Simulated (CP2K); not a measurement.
The N K edge of aminooxirane was computed by TDDFT (CP2K XAS_TDP, aug-cc-pVDZ, TDA) at these levels: BHandHLYP, PBEh(45%) and PBEh(45%) + GW2X. The first three lines of N1 (bonded to C and 2 H) with a strength over 0.0015, energy in eV and strength:

```
run           first          second           third
  1  397.95 (0.011)  398.68 (0.024)  399.45 (0.005)
  2  400.13 (0.012)  400.87 (0.029)  401.79 (0.007)
  3  403.68 (0.010)  404.41 (0.024)  405.18 (0.005)
```

**Question.** Which run is which?

Run 1: PBEh(45%) (45 % exact exchange). Run 2: BHandHLYP (50 % exact exchange). Run 3: PBEh(45%) + GW2X (45 % exact exchange). Self-interaction lifts the core level, so the uncorrected lines rise with the share of exact exchange. The GW2X run keeps the spacings of its parent: 0.73 eV between the first two lines in run 3, 0.73 eV in run 1. Its shift is +5.73 eV, since the Kohn–Sham level at this share of exchange lies that far above the quasiparticle level.

[Banner, clock and machine lines of the logs are left out without a mark of their own.]

[Logs are printed without paths, hosts, clocks, repeated set-up lines and the standing remarks that a program may print on its own settings, such as how far it seeks lower states.]

[Hosts, paths, dates, database ids (printed as entryN), source tags and the programs' standing remarks are cut or masked in the printed files.]
